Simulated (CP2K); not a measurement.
Consider 3-methylpyrrole at its PBE geometry (Å).

```xyz
13

C     1.9565    0.0315    0.0774
C     0.4581    0.0094    0.0188
C    -0.3825   -1.1473    0.0235
C    -1.6972   -0.7218   -0.0445
N    -1.6841    0.6544   -0.0918
C    -0.3810    1.1100   -0.0525
H     2.3394    1.0607    0.0673
H     2.4022   -0.4974   -0.7790
H     2.3341   -0.4559    0.9893
H    -0.0559   -2.1814    0.0726
H    -2.6286   -1.2757   -0.0636
H    -2.5053    1.2431   -0.1413
H    -0.1556    2.1704   -0.0763
```

Method: CP2K XAS_TDP, all-electron GAPW, PBEh(45%), aug-cc-pVDZ, TDA, GW2X-corrected core level, no relativity.

**Question.** Where do the C K-edge lines lie, and how strong are they?

Leading lines: C1 290.59 eV, C2 287.88 eV, C3 288.00 eV, C4 288.32 eV and C6 288.41 eV. The leading line of an atom is its first one with 35 % of the strongest within 2.5 eV of its lowest line over the strength cut. Core ionisation energies at this level: C3 291.12, C4 292.06, C6 291.92, C1 291.86 and C2 291.03 eV.

The first six lines of each atom with a strength over 0.0015:

```csv
atom,energy (eV),states,"strength, one atom",above the computed threshold
C1 (bonded to C and 3 H),290.04,1,0.0045,
,290.59,1,0.0146,
,290.75,1,0.0178,
,291.25,1,0.0034,
,291.54,1,0.0026,
,292.23,1,0.0043,yes
C2 (bonded to 3 C),287.88,1,0.0511,
,289.82,1,0.0022,
,290.74,1,0.0028,
,291.62,2,0.0017,yes
,291.80,1,0.0024,yes
,292.18,1,0.0042,yes
C3 (bonded to 2 C and H),288.00,1,0.0455,
,289.56,1,0.0062,
,290.05,2,0.0048,
,290.30,1,0.0016,
,290.76,1,0.0022,
,290.85,1,0.0040,
"C4 (bonded to C, N and H)",288.32,1,0.0513,
,290.09,1,0.0095,
,290.99,1,0.0025,
,291.49,1,0.0021,
,292.07,1,0.0031,yes
,292.59,1,0.0016,yes
"C6 (bonded to C, N and H)",288.41,1,0.0489,
,289.99,1,0.0092,
,290.78,1,0.0020,
,291.12,1,0.0030,
,291.55,1,0.0059,
,292.68,1,0.0093,yes
```

Lines are vertical, at one geometry, with no vibrational structure. GW2X ionisation energies and lines can be off by 1 to 2 eV either way, and a good line position may hide errors that cancel. These values hold no scalar relativity, about 0.1 eV for C 1s. Rydberg lines, and the discretised continuum above threshold, depend on the basis and the box.

[Banner, clock and machine lines of the logs are left out without a mark of their own.]

[Logs are printed without paths, hosts, clocks, repeated set-up lines and the standing remarks that a program may print on its own settings, such as how far it seeks lower states.]

[Hosts, paths, dates, database ids (printed as entryN), source tags and the programs' standing remarks are cut or masked in the printed files.]
